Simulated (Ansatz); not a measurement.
# K2Li, from a guessed structure to a relaxed one

This structure for K2Li is made up. Its elements were placed in a known structure type with a cell scaled to their sizes. What cell does the guess relax to, and how far off was it?

Main program and level: Ansatz 0.2.0; DFT, PBEsol, plane-wave PAW, files of the set soft_1, scalar-relativistic, no spin, cell and ions relaxed at zero pressure; PAW set soft_1.

### 1. Set-up

It takes space group R-3m (No. 166, trigonal). The conventional cell has a = 4.298 Å, b = 4.298 Å, c = 31.872 Å, α = 90.00°, β = 90.00°, γ = 120.00°. K has 9 K at 4.30 to 4.35 Å and 3 Li at 4.31 Å nearest. Nearest to Li lie 6 Li at 4.30 Å and 6 K at 4.31 Å. Farther neighbours are not listed.

### 2. Relaxing cell and atoms

The guess takes its coordinates from another compound and its volume from a rule, so the cell and any free coordinates are relaxed together.

Input file input.yaml:

```yaml
crystal:
  lattice:
    - [2.149, 1.240725728, 10.624]
    - [-2.149, 1.240725728, 10.624]
    - [0.0, -2.481451457, 10.624]
  atoms:
    - { symbol: K, position: [0.7772, 0.7772, 0.7772] }
    - { symbol: K, position: [0.2228, 0.2228, 0.2228] }
    - { symbol: Li, position: [0.0, 0.0, 0.0] }
kpoints:
  mp_grid: { grid: [7, 7, 7] }
scf:
  occupations: { method: fermi_dirac, width: 0.05 }
hamiltonian:
  xc: pbesol
  pseudopotentials: { kind: paw, azcp: { folder: soft_1 }, xc_functional: pbe }
relax:
  f_tol: 0.015
  max_steps: 70
  cell: {}
output:
  forces: true
  stress: true
```

On the command line:

```bash
$ ansatz run input.yaml --threads 4 --pin off --max-ram 8192MiB --backend cpu --events-out ev --progress --plain --runs-dir out
```

Numbers of over 12 decimals in the logs are rounded to 6 here.

The program printed:

```text
basis.fft_grid_basis auto: the FFT boxes are laid along the combinations [[1, 0, -1], [0, 1, -1], [0, 0, 1]] of the cell's own vectors, 4.298, 4.298 and 10.910 Å long. The dense box has 30×30×75 points. Along the cell's own vectors, as sized, it would have 75×75×75, 6.25 times as many. Of the 12 symmetry operations that the crystal satisfies within crystal.symmetry.tolerance (time reversal apart; of a slab, those tha [...]
Engine: ansatz 0.2.0, aarch64-unknown-linux-gnu
Pseudopotentials: kind: paw
Pseudopotential: K, paw, valence charge 9, recommended cutoff 420 eV (normal), soft_1/K.paw.azcp
Pseudopotential: Li, paw, valence charge 3, recommended cutoff 420 eV (normal), soft_1/Li.paw.azcp
Functional definition: PBEsol
  exchange = pbesol_x
  correlation = pbesol_c
Crystal: 3 atoms, lattice volume = 169.962 Å³
Basis set: ecut = 420 eV, 3311 PW (Γ), FFT grids on a1−a3, a2−a3, a3, exchange–correlation on 60×60×150 points (8 copies of the dense FFT grid, shifted against one another)
Bands: 15, of which v1, the nominal top of the filled ones, is band 11 counted from 1 (10 counted from 0)
Symmetry: 12 space group operations
Space group: R-3m (ITA 166), of the structure as read, at distance tolerance 5.5e-5 Å
k-points: 44 of 343
Non-local potential: K, projectors of the file, l = 0: 3, l = 1: 2, l = 2: 2
Non-local potential: Li, projectors of the file, l = 0: 3, l = 1: 2, l = 2: 1
PAW form: soft (Blöchl's): semilocal exchange-correlation on the pseudo side does not see the compensation charge
PAW frozen core: K, regenerated for the run's functional, and the local potential with it (the file was generated under x = pbe(κ = 0.804, μ = 0.219515), c = pbe(β = 0.066725))
PAW one-centre angular grid: K, 110 points (default); XC on 64 Gauss nodes
PAW one-centre angular grid: Li, 110 points (default); XC on 64 Gauss nodes
Initial density: superposition of atomic densities (chi_scale 0.1, normalization cell, long waves kept (reshape's long-wave potential 0.05 eV rms))
Initial wavefunctions: pseudopotential atomic-orbital guess
Functional: x = pbesol(κ = 0.804, μ = 0.123457), c = pbesol(β = 0.046)
SCF iter   1: F=—  HF=-3234.564743 eV  |F-HF|=—  |Δ(HF+E_count)|=         —  Δρ=4.66e-3  dr2=8.26e-2  ethr=3.10e-3  ⟨swp⟩=6.5  Hψ=4064  notcnv=0
preconditioner: auto → Kerker (q_TF=auto, 1.925 Å⁻¹)  [metal: Δε(μ)=0.029 eV  Ē_g=2.609 eV  σ=0.050 eV  W_gap=0.14  n_scr=24 (ndim 8)  ℏωp=4.9 eV  f_vac=0.000  D(μ)=1.88/eV (n_scr^D=4)]
SCF iter   2: F=—  HF=-3234.546091 eV  |F-HF|=—  |Δ(HF+E_count)|=   1.87e-2  Δρ=2.64e-3  dr2=3.70e-2  ethr=3.93e-4  ⟨swp⟩=2.0  Hψ=1162  notcnv=0
SCF iter   3: F=—  HF=-3234.536890 eV  |F-HF|=—  |Δ(HF+E_count)|=   9.20e-3  Δρ=8.90e-4  dr2=4.42e-3  ethr=1.76e-4  ⟨swp⟩=3.0  Hψ=1298  notcnv=0
SCF iter   4: F=—  HF=-3234.536347 eV  |F-HF|=—  |Δ(HF+E_count)|=   5.43e-4  Δρ=1.61e-4  dr2=7.54e-5  ethr=2.11e-5  ⟨swp⟩=2.5  Hψ=1012  notcnv=0
SCF iter   5: F=—  HF=-3234.536247 eV  |F-HF|=—  |Δ(HF+E_count)|=   9.99e-5  Δρ=4.60e-5  dr2=9.52e-6  ethr=3.59e-7  ⟨swp⟩=2.5  Hψ=1114  notcnv=0
SCF iter   6: F=—  HF=-3234.536247 eV  |F-HF|=—  |Δ(HF+E_count)|=   1.80e-8  Δρ=1.41e-5  dr2=9.89e-7  ethr=4.53e-8  ⟨swp⟩=1.0  Hψ=661  notcnv=0
SCF iter   7: F=-3234.536247 eV  HF=-3234.536247 eV  |F-HF|=1.44e-8  |Δ(HF+E_count)|=   6.67e-9  Δρ=5.34e-6  dr2=7.16e-8  ethr=4.76e-10  ⟨swp⟩=2.9  Hψ=2498  notcnv=0
SCF 1 converged in 7 iterations: F = -3234.536247 eV  dr2 = 7.16e-8
  greatest PAW one-centre occupation: 0.999 electrons in one spin orbital (limit 2), on the Li atom at site 2 (counted from 0), in its partial waves of l = 0
relax step   1: F+E_penalty+E_count = -3234.53624676 eV  Δ(F+E_penalty+E_count) = +0.000e0 eV  max|allowed force component| = 2.273e-1 eV/Å  Δτ_max = 0.0000 Å  P = -0.207 GPa  Ω = 169.962 Å³  (7 SCF iters, dr2 threshold 1.00e-7 eV, accepted)
Crystal: 3 atoms, lattice volume = 166.690 Å³
Basis set: ecut = 420 eV, 3239 PW (Γ), FFT grids on a1−a3, a2−a3, a3, exchange–correlation on 60×60×150 points (8 copies of the dense FFT grid, shifted against one another)
Initial density: handed on by an earlier stage of this run
Initial wavefunctions: those handed on with the density
iter 1 solved again at ethr=3.79e-5 eV; its pass at ethr=3.10e-3 eV (dr2=7.96e-3 eV) is discarded
SCF iter   1: F=—  HF=-3234.575406 eV  |F-HF|=—  |Δ(HF+E_count)|=         —  Δρ=5.63e-4  dr2=7.37e-3  ethr=3.79e-5  ⟨swp⟩=1.5  Hψ=4933  notcnv=0
preconditioner: auto → Kerker (q_TF=auto, 1.932 Å⁻¹)  [metal: Δε(μ)=0.015 eV  Ē_g=2.622 eV  σ=0.050 eV  W_gap=0.07  n_scr=24 (ndim 8)  ℏωp=5.0 eV  f_vac=0.000  D(μ)=1.95/eV (n_scr^D=4)]
SCF iter   2: F=—  HF=-3234.574917 eV  |F-HF|=—  |Δ(HF+E_count)|=   4.90e-4  Δρ=3.80e-4  dr2=4.17e-3  ethr=3.51e-5  ⟨swp⟩=1.0  Hψ=660  notcnv=0
SCF iter   3: F=—  HF=-3234.574334 eV  |F-HF|=—  |Δ(HF+E_count)|=   5.83e-4  Δρ=9.02e-5  dr2=1.94e-4  ethr=1.99e-5  ⟨swp⟩=1.1  Hψ=663  notcnv=0
SCF iter   4: F=—  HF=-3234.574200 eV  |F-HF|=—  |Δ(HF+E_count)|=   1.34e-4  Δρ=3.70e-5  dr2=2.98e-6  ethr=9.26e-7  ⟨swp⟩=1.1  Hψ=664  notcnv=0
SCF iter   5: F=—  HF=-3234.574200 eV  |F-HF|=—  |Δ(HF+E_count)|=   2.90e-7  Δρ=8.18e-6  dr2=4.56e-7  ethr=1.43e-9  ⟨swp⟩=4.7  Hψ=2193  notcnv=0
SCF iter   6: F=-3234.574200 eV  HF=-3234.574200 eV  |F-HF|=1.59e-8  |Δ(HF+E_count)|=   5.97e-8  Δρ=1.99e-6  dr2=2.85e-8  ethr=1.43e-9  ⟨swp⟩=3.7  Hψ=1802  notcnv=0
SCF 2 converged in 6 iterations: F = -3234.574200 eV  dr2 = 2.85e-8
relax step   2: F+E_penalty+E_count = -3234.57419974 eV  Δ(F+E_penalty+E_count) = -3.795e-2 eV  max|allowed force component| = 1.549e-1 eV/Å  Δτ_max = 0.0880 Å  P = -0.175 GPa  Ω = 166.690 Å³  energy of the carried Pulay correction = +8.991e-6 eV  (6 SCF iters, dr2 threshold 3.00e-7 eV, accepted)
Crystal: 3 atoms, lattice volume = 158.357 Å³
Basis set: ecut = 420 eV, 3087 PW (Γ), FFT grids on a1−a3, a2−a3, a3, exchange–correlation on 60×60×150 points (8 copies of the dense FFT grid, shifted against one another)
iter 1 solved again at ethr=4.12e-4 eV; its pass at ethr=3.10e-3 eV (dr2=8.66e-2 eV) is discarded
SCF iter   1: F=—  HF=-3234.620433 eV  |F-HF|=—  |Δ(HF+E_count)|=         —  Δρ=1.76e-3  dr2=8.63e-2  ethr=4.12e-4  ⟨swp⟩=1.0  Hψ=5135  notcnv=0
preconditioner: auto → Kerker (q_TF=auto, 1.948 Å⁻¹)  [metal: Δε(μ)=0.014 eV  Ē_g=2.705 eV  σ=0.050 eV  W_gap=0.07  n_scr=24 (ndim 8)  ℏωp=5.1 eV  f_vac=0.000  D(μ)=3.33/eV (n_scr^D=24)]
SCF iter   2: F=—  HF=-3234.614690 eV  |F-HF|=—  |Δ(HF+E_count)|=   5.74e-3  Δρ=1.16e-3  dr2=4.11e-2  ethr=4.11e-4  ⟨swp⟩=1.0  Hψ=660  notcnv=0
SCF iter   3: F=—  HF=-3234.609389 eV  |F-HF|=—  |Δ(HF+E_count)|=   5.30e-3  Δρ=1.58e-4  dr2=2.01e-4  ethr=1.96e-4  ⟨swp⟩=1.8  Hψ=712  notcnv=0
SCF iter   4: F=—  HF=-3234.609266 eV  |F-HF|=—  |Δ(HF+E_count)|=   1.23e-4  Δρ=5.89e-5  dr2=1.60e-5  ethr=9.56e-7  ⟨swp⟩=1.7  Hψ=707  notcnv=0
SCF iter   5: F=—  HF=-3234.609266 eV  |F-HF|=—  |Δ(HF+E_count)|=   1.15e-7  Δρ=1.68e-5  dr2=1.43e-6  ethr=7.62e-8  ⟨swp⟩=1.8  Hψ=982  notcnv=0
SCF iter   6: F=-3234.609266 eV  HF=-3234.609266 eV  |F-HF|=6.78e-9  |Δ(HF+E_count)|=   3.15e-8  Δρ=3.72e-6  dr2=3.67e-8  ethr=1.43e-9  ⟨swp⟩=4.0  Hψ=2076  notcnv=0
SCF 3 converged in 6 iterations: F = -3234.609266 eV  dr2 = 3.67e-8
relax step   3: F+E_penalty+E_count = -3234.60926619 eV  Δ(F+E_penalty+E_count) = -3.507e-2 eV  max|allowed force component| = 1.290e-2 eV/Å  Δτ_max = 0.1900 Å  P = +0.038 GPa  Ω = 158.357 Å³  energy of the carried Pulay correction = +3.270e-5 eV  (6 SCF iters, dr2 threshold 3.00e-7 eV, accepted)
Basis set: ecut = 420 eV, 3087 PW (Γ), FFT grids on a1−a3, a2−a3, a3, exchange–correlation on 60×60×144 points (8 copies of the dense FFT grid, shifted against one another)
Initial wavefunctions: pseudopotential atomic-orbital guess (no wavefunctions were taken with the density)
iter 1 solved again at ethr=1.20e-7 eV; its pass at ethr=3.10e-3 eV (dr2=2.53e-5 eV) is discarded
SCF iter   1: F=—  HF=-3234.609232 eV  |F-HF|=—  |Δ(HF+E_count)|=         —  Δρ=7.83e-6  dr2=4.59e-8  ethr=1.20e-7  ⟨swp⟩=3.1  Hψ=5955  notcnv=0
preconditioner: auto → Kerker (q_TF=auto, 1.948 Å⁻¹)  [metal: Δε(μ)=0.031 eV  Ē_g=2.676 eV  σ=0.050 eV  W_gap=0.15  n_scr=24 (ndim 8)  ℏωp=5.1 eV  f_vac=0.000  D(μ)=2.74/eV (n_scr^D=16)]
SCF iter   2: F=—  HF=-3234.609237 eV  |F-HF|=—  |Δ(HF+E_count)|=   5.26e-6  Δρ=4.20e-6  dr2=2.19e-8  ethr=2.19e-10  ⟨swp⟩=2.0  Hψ=1072  notcnv=0
SCF iter   3: F=—  HF=-3234.609237 eV  |F-HF|=—  |Δ(HF+E_count)|=   8.05e-9  Δρ=8.50e-7  dr2=3.59e-9  ethr=1.04e-10  ⟨swp⟩=1.9  Hψ=736  notcnv=0
SCF iter   4: F=—  HF=-3234.609237 eV  |F-HF|=—  |Δ(HF+E_count)|=  1.02e-10  Δρ=3.71e-7  dr2=1.11e-10  ethr=1.71e-11  ⟨swp⟩=1.2  Hψ=669  notcnv=0
SCF iter   5: F=-3234.609237 eV  HF=-3234.609237 eV  |F-HF|=4.55e-13  |Δ(HF+E_count)|=  4.14e-11  Δρ=6.97e-8  dr2=1.61e-11  ethr=1.00e-12  ⟨swp⟩=5.0  Hψ=2640  notcnv=0
SCF 4 converged in 5 iterations: F = -3234.609237 eV  dr2 = 1.61e-11
relax step   4: F+E_penalty+E_count = -3234.60923747 eV  Δ(F+E_penalty+E_count) = +2.872e-5 eV  max|allowed force component| = 1.292e-2 eV/Å  Δτ_max = 0.0000 Å  P = +0.038 GPa  Ω = 158.357 Å³  stress off target by 4.93e-2 GPa  SCF on the basis re-selected at this cell (its energy is not comparable with the rows above)  (5 SCF iters)
basis re-selected at this cell: Δ(F+E_penalty+E_count) = +2.872e-5 eV, ΔP = -0.000 GPa vs the last step (what re-selecting the basis moved, of the pressure what is left beyond the Pulay correction that the steps carried, after the strain that the cell walked since its last selection, with what the two solves' SCF thresholds leave and, on support functions, any second-order correction that the steps lacked; it is no measure of the basis error at this ecutwfc). The dense FFT grid was sized anew with the basis: this SCF ran on 30×30×72 points, the steps before it on 30×30×75, so part of this shift can come from that change (see relax.cell in the input reference). [rest of the remark cut]
SCF converged after 5 iterations
Free energy (F): -3234.609237 eV
Harris-Foulkes:  -3234.609237 eV  (|F-HF|=4.55e-13)
Internal energy: -3234.587276 eV  (E = F + TS)
E sigma→0 (E₀):  -3234.598257 eV
Entropy (-TS):   -0.021961 eV (-7.320 meV/atom)
Fermi energy:    1.895080 eV
--- Per-component energies (eV) ---
  E_band       = -370.479663
  E_kinetic    = 520.185505
  E_local      = -1659.247059  (includes V_loc(G=0)·N_el)
  E_nonlocal   = 8.129076
  E_hartree    = 585.462806
  E_xc         = -272.106697
  E_vxc        = -334.274669  (∫ρ·V_xc dr)
  E_paw        = -1546.756572  (= ΣΔE_a)
  E_vpaw       = -76.198339  (= ΣTr[D̂ρ^β])
  E_aug_tail   = 0.000248  (compensation charges beyond the density's cutoff)
  E_ewald      = -870.470354
  E_core_change = 0.215771  (= ΣΔE_core)
  E_smearing   = -0.021961  (= −TS)
  E_closure    = 0.000000  (closes the sum)
  Σ components = -3234.609237   (vs F -3234.609237, Δ=0.00e0)
--- Forces (eV/Å), atoms counted from 1 ---
  atom   1  K      0.00000000     0.00000000    -0.01291885
  atom   2  K      0.00000000    -0.00000000     0.01291885
  atom   3  Li     0.00000000     0.00000000    -0.00000000
  max |Σ_I F_I| component: 1.45e-19 eV/Å
--- Stress (GPa, compression-positive) ---
        0.032088      -0.000000      -0.000000
       -0.000000       0.032088      -0.000000
       -0.000000      -0.000000       0.049296
  P = ⅓ Tr σ = 0.0378 GPa (0.378 kbar)
--- Relaxed structure (3 steps of the walk, 3 accepted, 1 SCFs on fresh bases) ---
  F+E_penalty+E_count = -3234.60923747 eV   max|allowed force component| = 1.292e-2 eV/Å   (the final SCF, on the basis selected at the relaxed cell)
  cell:  # Å, volume = 158.3568 Å³
    - [2.123495, 1.226000, 10.137797]
    - [-2.123495, 1.226000, 10.137797]
    - [0, -2.452001, 10.137797]
  atoms:
    - { symbol: K, position: [0.768480, 0.768480, 0.768480] }
    - { symbol: K, position: [0.231520, 0.231520, 0.231520] }
    - { symbol: Li, position: [7.257042654339526e-19, 7.2570426543395245e-19, 7.257042652877264e-19] }
```

It took 5.2 s on 4 threads of Arm Neoverse V1, shared host; peak memory 0.48 GiB.

Step by step:

```
step  energy less that of the first step (eV)  largest force component (eV/Å)  pressure (GPa)  volume (Å³)
   1                                   0.0000                          0.2273           -0.21       169.96
   2                                  -0.0380                          0.1549           -0.18       166.69
   3                                  -0.0730                          0.0129            0.04       158.36
  4*                                  -0.0730                          0.0129            0.04       158.36
```

Relaxation steps marked * repeat the geometry before them on a plane-wave basis chosen anew for their cell, so energy and pressure can jump there.

The run keeps the 12 symmetry operations that it works with, so distortions that break them were not tested.

```
conventional cell, symmetrised  before   after  change
                         a (Å)   4.298   4.247  -1.2 %
                         b (Å)   4.298   4.247  -1.2 %
                         c (Å)  31.872  30.413  -4.6 %
              volume (Å³/atom)   56.65   52.79  -6.8 %
```

The atoms that moved most (Å, as changes of fractional coordinates times the final cell):

```
atom     dx     dy      dz  length
  K2  0.000  0.000   0.265   0.265
  K1  0.000  0.000  -0.265   0.265
```

Final coordinates:

```xyz
3
Lattice="2.1235 1.2260 10.1378 -2.1235 1.2260 10.1378 0.0000 -2.4520 10.1378" Properties=species:S:1:pos:R:3 pbc="T T T"
K     0.0000    0.0000   23.3721
K     0.0000    0.0000    7.0413
Li    0.0000    0.0000    0.0000
```

This step gave:

```
free energy             : -3234.6092 eV
energy at zero smearing : -3234.5983 eV
smearing term TS        : 0.02196 eV
Fermi energy            : 1.895 eV
electrons               : 21
symmetry operations     : 12
pressure                : 0.03782 GPa
```

The shortest distance of each pair, which need not be the same contact before and after:

```csv
pair,guess (Å),relaxed (Å)
K–Li,4.309,3.950
K–K,4.298,4.247
Li–Li,4.298,4.247
```

The relaxation ends with a largest force component of 0.013 eV/Å and a pressure of 0.04 GPa.

### 3. Results

```json
{"space group, relaxed": "R-3m", "conventional cell": "a = 4.247, b = 4.247, c = 30.413 Å; α = 90.0°, β = 90.0°, γ = 120.0°", "volume per atom": "52.79 Å³ (guess 56.65)"}
```

In words: K2Li relaxes to R-3m with a = 4.247, b = 4.247 and c = 30.413 Å. The guessed volume was 7 % too large. The space group R-3m was held in the relaxation, so the end point is a stationary structure within it and may be a saddle against distortions or other arrangements. Mesh and cutoff weren't tested. No dispersion term is used, so weakly bound directions may come out too long. Nothing here tests whether the compound is stable against decomposition.

[Logs are printed without paths, hosts, clocks, repeated set-up lines and the standing remarks that a program may print on its own settings, such as how far it seeks lower states.]

[Hosts, paths, dates, database ids (printed as entryN), source tags and the programs' standing remarks are cut or masked in the printed files.]
